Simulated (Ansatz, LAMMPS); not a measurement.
# Mg2+ TFSI- in gamma-butyrolactone at 410 K (110 atoms): a single point

Aim: energy, forces, charges and density of states of Mg2+ TFSI- in gamma-butyrolactone at 410 K (110 atoms) at a fixed geometry.

Main program and level: Ansatz 0.2.0; Kohn-Sham DFT, PBEsol, PAW (set soft_2), plane waves.

### 1. The starting structure

The cell holds 110 atoms: 4 N, 8 S, 24 O, 24 C, 24 F, 24 H and 2 Mg. Its edges and angles: a = 11.663 Å, b = 11.663 Å, c = 11.663 Å, α = 90.0°, β = 90.0°, γ = 90.0°. 4 gamma-butyrolactone, 2 Mg2+, 4 TFSI- placed at random, at 1.58 g/cm³; overlaps pushed apart, then 10 ps at 550 K with divalent ions of Li, Roberts, Chakravorty and Merz (J. Chem. Theory Comput. 9, 2733 (2013)); MMFF94 bonds, angles, torsions, charges and radii (Halgren, J. Comput. Chem. 17, 490 (1996)) in harmonic and 12-6 forms; charges of ions scaled by 0.8. Snapshot after 30 ps at 410 K and fixed volume.

What the set-up can't give: The network of contacts between molecules at the start is that of the classical potential that made the cell, and needn't be the one that DFT or experiment would give. The functional has no dispersion term, which matters for the binding between molecules or layers. The density was typed from a rule of thumb and may lie off the real one at this temperature. Only the Γ point is sampled, in a cell whose shortest periodic width is 12 Å.

### 2. How the cell was made

A classical potential makes the cell, at a small fraction of what the same run would cost in DFT.

This step: classical MD, divalent ions of Li, Roberts, Chakravorty and Merz (J. Chem. Theory Comput. 9, 2733 (2013)); MMFF94 bonds, angles, torsions, charges and radii (Halgren, J. Comput. Chem. 17, 490 (1996)) in harmonic and 12-6 forms; charges of ions scaled by 0.8 (LAMMPS 22 Jul 2025 - Update 4).

Contents of in.lmp:

```
# Mg2+ TFSI- in gamma-butyrolactone
units real
atom_style full
boundary p p p
bond_style harmonic
angle_style harmonic
dihedral_style opls
improper_style harmonic
special_bonds lj 0 0 0.5 coul 0 0 0.75
read_data data.lmp
neigh_modify delay 0 every 1 check yes one 4000
comm_modify cutoff 12.0
timestep 0.5
thermo_style custom step time temp pe press density
thermo_modify norm yes
# push overlapping molecules apart
pair_style soft 2.6
pair_coeff * * 0.0
variable a equal ramp(1,60)
fix ad all adapt 1 pair soft a * * v_a
velocity all create 550 463149 mom yes dist gaussian
fix lim all nve/limit 0.03
fix lan all langevin 550 550 50 463150 zero yes
thermo 1000
run 3000 post no
unfix ad
pair_style lj/cut/coul/long 9.0
pair_modify mix arithmetic tail yes
pair_coeff 1 1 0.0721 3.5530   # N
pair_coeff 2 2 0.2681 3.4180   # S
pair_coeff 3 3 0.0763 3.0960   # O
pair_coeff 4 4 0.0678 3.3680   # C
pair_coeff 5 5 0.0801 2.5590   # F
pair_coeff 6 6 0.0763 2.9870   # O
# [... 22 lines left out ...]
compute msd all msd com yes
thermo 7500
fix md all nvt temp 410 410 100
run 30000 post no
print "== T410: mean square displacement over the hold $(c_msd[4]:%.2f) A^2"
unfix md
uncompute msd
write_dump all custom T410.dump id type xs ys zs modify sort id
```

Command:

```
$ lmp -in in.lmp -log none -nocite
```

Numbers of over 12 decimals in the logs are rounded to 6 here.

The log of the run:

```text
LAMMPS (22 Jul 2025 - Update 4)
Reading data file ...
  orthogonal box = (0 0 0) to (11.66344 11.66344 11.66344)
  110 atoms
  orthogonal box = (0 0 0) to (11.66344 11.66344 11.66344)
  104 bonds
  188 angles
  208 dihedrals
  4 impropers
WARNING: Bond/angle/dihedral extent > half of periodic box length
   Step          Time           Temp          PotEng         Press         Density
         0   0              550            0.72657361    -13888.193      1.5839988
      1000   500            618.08972      1.8412834      9632.1167      1.5839988
      2000   1000           624.0335       1.7066005      16227.588      1.5839988
[... 45 lines left out ...]
Loop time of 1.53554 s on 1 MPI rank(s) for 5000 steps with 110 atoms
WARNING: Bond/angle/dihedral extent > half of periodic box length
   Step          Time           Temp          PotEng         Press         Density
[... 2 lines left out ...]
     30000   29000          395.6593      -1.9545103     -1718.155       1.5839988
     37500   36500          398.57012     -1.944728      -4298.7404      1.5839988
     45000   44000          399.31917     -1.9911166      11809.103      1.5839988
     47000   46000          408.93886     -2.1328146      2840.5428      1.5839988
WARNING: Bond/angle/dihedral extent > half of periodic box length
Loop time of 9.49259 s on 1 MPI rank(s) for 30000 steps with 110 atoms
== T410: mean square displacement over the hold 4.05 A^2
```

The job ended after 15 s (1 thread of Arm Neoverse V2, shared host; peak memory 0.13 GiB).

The input also reads data.lmp (atoms, bonds and types; not printed here).

### 3. Plane-wave single point

The electrons are solved once, with the atoms held.

Contents of input.yaml:

```yaml
crystal:
  lattice:
    - [11.66344, 0.0, 0.0]
    - [0.0, 11.66344, 0.0]
    - [0.0, 0.0, 11.66344]
  atoms:
    - { symbol: "N", position: [0.8872, 0.57602, 0.79877] }
    - { symbol: S, position: [0.94058, 0.45883, 0.76102] }
    - { symbol: O, position: [0.88474, 0.35995, 0.8072] }
    - { symbol: O, position: [0.06743, 0.45145, 0.77185] }
    - { symbol: C, position: [0.91073, 0.45958, 0.6121] }
    - { symbol: F, position: [0.97794, 0.37806, 0.5544] }
    - { symbol: F, position: [0.92605, 0.56467, 0.56116] }
    - { symbol: F, position: [0.79819, 0.4277, 0.60031] }
    - { symbol: S, position: [0.92158, 0.59821, 0.92611] }
    - { symbol: O, position: [0.90953, 0.716, 0.96141] }
    - { symbol: O, position: [0.01621, 0.53422, 0.97226] }
    - { symbol: C, position: [0.80101, 0.53461, 0.99682] }
    - { symbol: F, position: [0.71114, 0.53381, 0.92181] }
    - { symbol: F, position: [0.75956, 0.59742, 0.08704] }
    - { symbol: F, position: [0.82375, 0.42435, 0.03577] }
    - { symbol: "N", position: [0.60006, 0.084, 0.29564] }
    - { symbol: S, position: [0.67565, 0.12249, 0.40014] }
    - { symbol: O, position: [0.76556, 0.0417, 0.42041] }
    - { symbol: O, position: [0.60914, 0.15774, 0.50251] }
    - { symbol: C, position: [0.74315, 0.25412, 0.35518] }
    - { symbol: F, position: [0.66655, 0.33976, 0.33546] }
    - { symbol: F, position: [0.81531, 0.23913, 0.2623] }
    - { symbol: F, position: [0.80415, 0.29529, 0.44569] }
    - { symbol: S, position: [0.51914, 0.97812, 0.33027] }
    - { symbol: O, position: [0.41389, 0.96362, 0.26231] }
    - { symbol: O, position: [0.493, 0.9712, 0.45106] }
    - { symbol: C, position: [0.61859, 0.86069, 0.28464] }
    - { symbol: F, position: [0.62337, 0.77354, 0.3578] }
    - { symbol: F, position: [0.72878, 0.90633, 0.26858] }
    - { symbol: F, position: [0.58844, 0.81284, 0.18372] }
    - { symbol: "N", position: [0.51024, 0.30735, 0.8726] }
    - { symbol: S, position: [0.55073, 0.17768, 0.86018] }
    - { symbol: O, position: [0.66332, 0.1478, 0.90213] }
    - { symbol: O, position: [0.52685, 0.12851, 0.74462] }
    - { symbol: C, position: [0.4439, 0.11807, 0.96336] }
    - { symbol: F, position: [0.414, 0.00878, 0.93263] }
    - { symbol: F, position: [0.34102, 0.18368, 0.97119] }
    - { symbol: F, position: [0.4939, 0.11692, 0.06894] }
    - { symbol: S, position: [0.3932, 0.32588, 0.81383] }
    - { symbol: O, position: [0.32382, 0.41381, 0.86852] }
    - { symbol: O, position: [0.32663, 0.22604, 0.7821] }
    - { symbol: C, position: [0.44943, 0.38702, 0.68996] }
    - { symbol: F, position: [0.36449, 0.41998, 0.61647] }
    - { symbol: F, position: [0.5142, 0.30891, 0.63244] }
    - { symbol: F, position: [0.51149, 0.4851, 0.7119] }
    - { symbol: "N", position: [0.29922, 0.81321, 0.82524] }
    - { symbol: S, position: [0.19442, 0.73375, 0.86054] }
    - { symbol: O, position: [0.21341, 0.61375, 0.87768] }
    - { symbol: O, position: [0.09092, 0.75764, 0.79849] }
    - { symbol: C, position: [0.1808, 0.779, 0.01364] }
    - { symbol: F, position: [0.0876, 0.72874, 0.06516] }
    - { symbol: F, position: [0.16924, 0.89537, 0.02304] }
    - { symbol: F, position: [0.27304, 0.75466, 0.07864] }
    - { symbol: S, position: [0.3, 0.8436, 0.69374] }
    - { symbol: O, position: [0.38505, 0.92764, 0.65575] }
    - { symbol: O, position: [0.19768, 0.86749, 0.63576] }
    - { symbol: C, position: [0.3443, 0.71238, 0.63253] }
    - { symbol: F, position: [0.25825, 0.63643, 0.62541] }
    - { symbol: F, position: [0.43498, 0.66818, 0.69494] }
    - { symbol: F, position: [0.37473, 0.73112, 0.52234] }
    - { symbol: O, position: [0.1291, 0.27908, 0.96778] }
    - { symbol: C, position: [0.07855, 0.19117, 0.99491] }
    - { symbol: C, position: [0.05308, 0.09556, 0.91556] }
    - { symbol: C, position: [0.95583, 0.04263, 0.98265] }
    - { symbol: C, position: [0.98548, 0.05779, 0.10505] }
    - { symbol: O, position: [0.03554, 0.17068, 0.10667] }
    - { symbol: H, position: [0.13212, 0.03913, 0.90386] }
    - { symbol: H, position: [0.0314, 0.12377, 0.82931] }
    - { symbol: H, position: [0.95414, 0.94491, 0.96926] }
    - { symbol: H, position: [0.86747, 0.08079, 0.96492] }
    - { symbol: H, position: [0.90573, 0.05596, 0.15657] }
    - { symbol: H, position: [0.03412, 0.98677, 0.14158] }
    - { symbol: O, position: [0.6324, 0.95085, 0.63196] }
    - { symbol: C, position: [0.73424, 0.92475, 0.63168] }
    - { symbol: C, position: [0.81945, 0.98486, 0.69982] }
    - { symbol: C, position: [0.92125, 0.92056, 0.68894] }
    - { symbol: C, position: [0.8995, 0.84793, 0.58185] }
    - { symbol: O, position: [0.78103, 0.83115, 0.58308] }
    [... 26 atom lines left out ...]
    - { symbol: H, position: [0.40286, 0.37055, 0.32365] }
    - { symbol: H, position: [0.42152, 0.50684, 0.40315] }
    - { symbol: H, position: [0.5058, 0.583, 0.19928] }
    - { symbol: H, position: [0.56371, 0.45187, 0.20724] }
    - { symbol: Mg, position: [0.1567, 0.44613, 0.92493] }
    - { symbol: Mg, position: [0.4916, 0.04765, 0.60334] }
kpoints:
  mp_grid: { grid: [1, 1, 1] }
hamiltonian:
  xc: pbesol
scf:
  occupations: { method: fermi_dirac, width: 0.025 }
output:
  forces: true
  stress: true
  populations: true
  dos:
    method: { smearing: { sigma: 0.08 } }
    de: 0.1
    projected: { site_lists: { C: [C], F: [F], H: [H], Mg: [Mg], "N": ["N"] } }
  eigenvalues: true
  write_density: true
  write_potential: true
  volumetric_format: npy
```

Command:

```
$ ansatz run input.yaml --threads 8 --pin off --max-ram 15872MiB --backend cpu --events-out ev --progress --plain --runs-dir out
```

The log of the run:

```text
Engine: ansatz 0.2.0, aarch64-unknown-linux-gnu
Pseudopotentials: kind: paw
Pseudopotential: N, paw, valence charge 5, recommended cutoff 420 eV (normal), N.paw.azcp
Pseudopotential: S, paw, valence charge 6, recommended cutoff 420 eV (normal), S.paw.azcp
Pseudopotential: O, paw, valence charge 6, recommended cutoff 420 eV (normal), O.paw.azcp
Pseudopotential: C, paw, valence charge 4, recommended cutoff 420 eV (normal), C.paw.azcp
Pseudopotential: F, paw, valence charge 7, recommended cutoff 420 eV (normal), F.paw.azcp
Pseudopotential: H, paw, valence charge 1, recommended cutoff 420 eV (normal), H.paw.azcp
Pseudopotential: Mg, paw, valence charge 10, recommended cutoff 420 eV (normal), Mg.paw.azcp
Functional definition: PBEsol
  exchange = pbesol_x
  correlation = pbesol_c
Crystal: 110 atoms, lattice volume = 1586.646 Å³
Basis set: ecut = 420 eV, 31103 PW (Γ), exchange–correlation on 160×160×160 points (8 copies of the dense FFT grid, shifted against one another)
Bands: 370, of which v1, the nominal top of the filled ones, is band 260 counted from 1 (259 counted from 0)
Symmetry: 1 space group operations
Space group: P1 (ITA 1), of the structure as read, at distance tolerance 1.2e-4 Å
k-points: 1
Non-local potential: N, projectors of the file, l = 0: 2, l = 1: 2, l = 2: 1
Non-local potential: S, projectors of the file, l = 0: 2, l = 1: 2, l = 2: 2
Non-local potential: O, projectors of the file, l = 0: 2, l = 1: 2, l = 2: 1
Non-local potential: C, projectors of the file, l = 0: 2, l = 1: 2, l = 2: 1
Non-local potential: F, projectors of the file, l = 0: 2, l = 1: 2, l = 2: 1
Non-local potential: H, projectors of the file, l = 0: 2, l = 1: 1
Non-local potential: Mg, projectors of the file, l = 0: 3, l = 1: 2, l = 2: 1
PAW form: soft (Blöchl's): semilocal exchange-correlation on the pseudo side does not see the compensation charge
PAW frozen core: N, regenerated for the run's functional, and the local potential with it (the file was generated under x = pbe(κ = 0.804, μ = 0.219515), c = pbe(β = 0.066725))
PAW frozen core: S, regenerated for the run's functional, and the local potential with it (the file was generated under x = pbe(κ = 0.804, μ = 0.219515), c = pbe(β = 0.066725))
PAW frozen core: O, regenerated for the run's functional, and the local potential with it (the file was generated under x = pbe(κ = 0.804, μ = 0.219515), c = pbe(β = 0.066725))
PAW frozen core: C, regenerated for the run's functional, and the local potential with it (the file was generated under x = pbe(κ = 0.804, μ = 0.219515), c = pbe(β = 0.066725))
PAW frozen core: F, regenerated for the run's functional, and the local potential with it (the file was generated under x = pbe(κ = 0.804, μ = 0.219515), c = pbe(β = 0.066725))
PAW frozen core: Mg, regenerated for the run's functional, and the local potential with it (the file was generated under x = pbe(κ = 0.804, μ = 0.219515), c = pbe(β = 0.066725))
PAW one-centre angular grid: N, 110 points (default); XC on 64 Gauss nodes
PAW one-centre angular grid: S, 110 points (default); XC on 64 Gauss nodes
PAW one-centre angular grid: O, 110 points (default); XC on 64 Gauss nodes
PAW one-centre angular grid: C, 110 points (default); XC on 64 Gauss nodes
PAW one-centre angular grid: F, 110 points (default); XC on 64 Gauss nodes
PAW one-centre angular grid: H, 110 points (default); XC on 64 Gauss nodes
PAW one-centre angular grid: Mg, 110 points (default); XC on 64 Gauss nodes
Initial density: superposition of atomic densities (neutral atoms: chi_scale 0, normalization atom), corrected by the library's trained network
Initial wavefunctions: pseudopotential atomic-orbital guess
Functional: x = pbesol(κ = 0.804, μ = 0.123457), c = pbesol(β = 0.046)
SCF iter   1: F=—  HF=-51353.864910 eV  |F-HF|=—  |Δ(HF+E_count)|=         —  Δρ=9.07e-3  dr2=1.04e0  ethr=1.77e-3  ⟨swp⟩=6.0  Hψ=1570  notcnv=0  defer=96
preconditioner: auto → Resta (q_TF=auto, 2.265 Å⁻¹)  ε∞=2.5  [insulator: Δε(μ)=4.022 eV  Ē_g=16.609 eV  σ=0.025 eV  W_gap=1.00  n_scr=304 (ndim 8)  ℏωp=20.6 eV  f_vac=0.365  D(μ)=0.00/eV (n_scr^D=0)  ε∞_Penn≈2.5  vacuum switching on, ρ_ref=2.0e-2 e/Å³]
SCF iter   2: F=—  HF=-51353.598160 eV  |F-HF|=—  |Δ(HF+E_count)|=   2.67e-1  Δρ=3.76e-3  dr2=1.65e-1  ethr=2.01e-4  ⟨swp⟩=2.0  Hψ=640  notcnv=0  defer=106
SCF iter   3: F=—  HF=-51353.585659 eV  |F-HF|=—  |Δ(HF+E_count)|=   1.25e-2  Δρ=1.75e-3  dr2=3.89e-2  ethr=3.17e-5  ⟨swp⟩=2.0  Hψ=515  notcnv=0  defer=106
SCF iter   4: F=—  HF=-51353.583355 eV  |F-HF|=—  |Δ(HF+E_count)|=   2.30e-3  Δρ=5.16e-4  dr2=3.53e-3  ethr=7.48e-6  ⟨swp⟩=2.0  Hψ=518  notcnv=0  defer=106
SCF iter   5: F=—  HF=-51353.583612 eV  |F-HF|=—  |Δ(HF+E_count)|=   2.57e-4  Δρ=2.21e-4  dr2=5.96e-4  ethr=6.79e-7  ⟨swp⟩=2.0  Hψ=516  notcnv=0  defer=106
SCF iter   6: F=—  HF=-51353.583658 eV  |F-HF|=—  |Δ(HF+E_count)|=   4.59e-5  Δρ=8.14e-5  dr2=7.27e-5  ethr=1.15e-7  ⟨swp⟩=2.0  Hψ=496  notcnv=0  defer=106
SCF iter   7: F=—  HF=-51353.583757 eV  |F-HF|=—  |Δ(HF+E_count)|=   9.89e-5  Δρ=3.22e-5  dr2=1.30e-5  ethr=1.40e-8  ⟨swp⟩=2.0  Hψ=595  notcnv=0  defer=106
SCF iter   8: F=—  HF=-51353.583759 eV  |F-HF|=—  |Δ(HF+E_count)|=   2.53e-6  Δρ=8.59e-6  dr2=7.19e-7  ethr=2.51e-9  ⟨swp⟩=2.0  Hψ=511  notcnv=0  defer=106
SCF iter   9: F=—  HF=-51353.583760 eV  |F-HF|=—  |Δ(HF+E_count)|=   7.09e-7  Δρ=3.77e-6  dr2=1.74e-7  ethr=1.92e-11  ⟨swp⟩=20.0  Hψ=3357  notcnv=0
SCF iter  10: F=-51353.583760 eV  HF=-51353.583760 eV  |F-HF|=1.09e-9  |Δ(HF+E_count)|=   2.17e-8  Δρ=1.31e-6  dr2=2.06e-8  ethr=1.92e-11  ⟨swp⟩=9.0  Hψ=2112  notcnv=0
SCF 1 converged in 10 iterations: F = -51353.583760 eV  dr2 = 2.06e-8
  greatest PAW one-centre occupation: 1.000 electrons in one spin orbital (limit 2), on the Mg atom at site 109 (counted from 0), in its partial waves of l = 0
WARN: The output density's exchange-correlation potential varies sharply where the density is thin. Do not read a vacuum level from v_tot or v_xc, or from such a field of the output density. On a cell that repeats whose density bears no net charge and no dipole along the vacuum's axis use v_es (v_loc + v_h of the components); [...]
SCF converged after 10 iterations
Free energy (F): -51353.583760 eV
Harris-Foulkes:  -51353.583760 eV  (|F-HF|=1.09e-9)
Internal energy: -51353.583760 eV  (E = F + TS)
E sigma→0 (E₀):  -51353.583760 eV
Fermi energy:    1.292646 eV
--- Per-component energies (eV) ---
  E_band       = -5556.399204
  E_kinetic    = 13257.663164
  E_local      = -64335.592164  (includes V_loc(G=0)·N_el)
  E_nonlocal   = 4203.740267
  E_hartree    = 25767.160126
  E_xc         = -6032.144042
  E_vxc        = -7420.280087  (∫ρ·V_xc dr)
  E_paw        = -16338.481360  (= ΣΔE_a)
  E_vpaw       = -2796.323828  (= ΣTr[D̂ρ^β])
  E_aug_tail   = 0.076106  (compensation charges beyond the density's cutoff)
  E_ewald      = -7879.103516
  E_core_change = 3.097659  (= ΣΔE_core)
  E_smearing   = -0.000000  (= −TS)
  E_closure    = 0.000000  (closes the sum)
  Σ components = -51353.583760   (vs F -51353.583760, Δ=0.00e0)
--- Forces (eV/Å), atoms counted from 1 ---
  atom   1  N      0.86059959     0.40420613    -0.80636515
  atom   2  S      2.02186596    -1.44150908     1.02440709
  atom   3  O     -0.59074802    -0.65998569    -0.05279952
  atom   4  O     -0.55115446     0.18474580    -0.76677381
  atom   5  C     -0.90417405    -0.22614825    -3.29659864
  atom   6  F     -1.02027761     1.65544162     1.25707249
  atom   7  F     -0.07197764    -1.73216125     0.69456617
  atom   8  F      1.59597201     0.83257704     0.23469227
  atom   9  S     -1.82320709     2.61697703     1.66751078
  atom  10  O     -0.11342444    -0.32453846    -0.95303829
  atom  11  O      1.09989946    -0.77822444     0.50336207
  atom  12  C     -3.02226210    -1.32164845     1.36479356
  atom  13  F      0.80104615    -0.55910207     0.62375750
  atom  14  F      1.07662288    -0.69811548    -0.49876646
[...]
atom 109  Mg     0.64466498     0.08743131    -0.22692925
  atom 110  Mg     0.66219199     0.18557420    -0.22050210
  max |Σ_I F_I| component: 4.14e-5 eV/Å
--- Stress (GPa, compression-positive) ---
        1.881424      -0.356849       1.353699
       -0.356849       0.969389      -0.032683
        1.353699      -0.032683       0.642898
  P = ⅓ Tr σ = 1.1646 GPa (11.646 kbar)
--- Band table (eV) ---
  k-point 0: bands = ["-73.6057", "-73.0647", "-40.5709", "-40.5651", [... 354 levels ...], "9.9791", "10.0123", "10.0730", "10.0904", "10.1188", "10.1544", "10.1689", "10.2020", "10.2357", "10.3313", "10.3864", "10.3954"]
--- Löwdin populations: 110 sites ---
  site symbol       q [e]
     0      N      5.8261
     1      S      3.8156
     2      O      6.7069
[...]
109     Mg      8.3915
  spilling = 0.014592 (of n_electrons = 520.000000)
```

It took 12 s on 8 threads of Arm Neoverse V2, shared host; peak memory 2.1 GiB.

The program notes that the exchange-correlation potential is rough where the density is thin.

The run gave:

| Property | Result |
| --- | --- |
| free energy | -51353.5838 eV |
| free energy per atom | -466.8508 eV/atom |
| SCF cycles | 10 |
| pressure | 1.165 GPa |
| r.m.s. force component | 1.145 eV/Å |
| longest force | 4.465 eV/Å |
| Fermi energy | 1.293 eV |
| gap (highest filled to lowest empty level) | 4.114 eV |
| spilling of the projection | 0.01459 |

Neighbours are counted within 1.85 Å (C-C), 1.62 Å (C-F), 1.34 Å (C-H), 1.73 Å (C-O), 2.21 Å (C-S), 1.88 Å (O-S), 2.62 Å (O-Mg), 2.02 Å (S-N).

Length of the force by element and coordination:

```tsv
element	coordination	atoms	mean length of the force (eV/Å)	spread	least	most
C	all	24	2.48	0.969	0.839	4.47
C	3	4	1.71	0.618	1.03	2.71
C	4	20	2.64	0.954	0.839	4.47
F	all	24	1.58	0.658	0.522	3.34
H	all	24	1.16	0.596	0.0849	2.75
Mg	all	2	0.706	0.0166	0.689	0.722
N	all	4	1.26	0.688	0.238	2.17
O	all	24	1.67	0.861	0.515	3.86
O	1	8	1.49	0.804	0.515	3.26
O	2	16	1.75	0.876	0.653	3.86
S	all	8	2.60	0.609	1.82	3.60
```

Löwdin charges by element and coordination (they lack the spilled electrons, 0.069 e an atom on average):

```tsv
element	coordination	atoms	mean charge (e)	spread	least	most
C	all	24	0.197	0.439	-0.337	0.671
C	3	4	0.594	0.0121	0.575	0.608
C	4	20	0.118	0.440	-0.337	0.671
F	all	24	-0.209	0.0134	-0.234	-0.186
H	all	24	0.216	0.0181	0.180	0.253
Mg	all	2	1.61	0.001	1.61	1.61
N	all	4	-0.846	0.0125	-0.861	-0.826
O	all	24	-0.615	0.205	-0.818	-0.222
O	1	8	-0.700	0.0199	-0.728	-0.661
O	2	16	-0.572	0.240	-0.818	-0.222
S	all	8	2.20	0.0339	2.15	2.25
```

(Part 1 of 2 ends here.)

[Logs are printed without paths, hosts, clocks, repeated set-up lines and the standing remarks that a program may print on its own settings, such as how far it seeks lower states.]

[Hosts, paths, dates, database ids (printed as entryN), source tags and the programs' standing remarks are cut or masked in the printed files.]

[The MMFF94 radii named for the starting cell were scaled by 0.96; in molecules described by MMFF94, hydrogen bound to N, O or S took a small fixed 12-6 site in their place.]
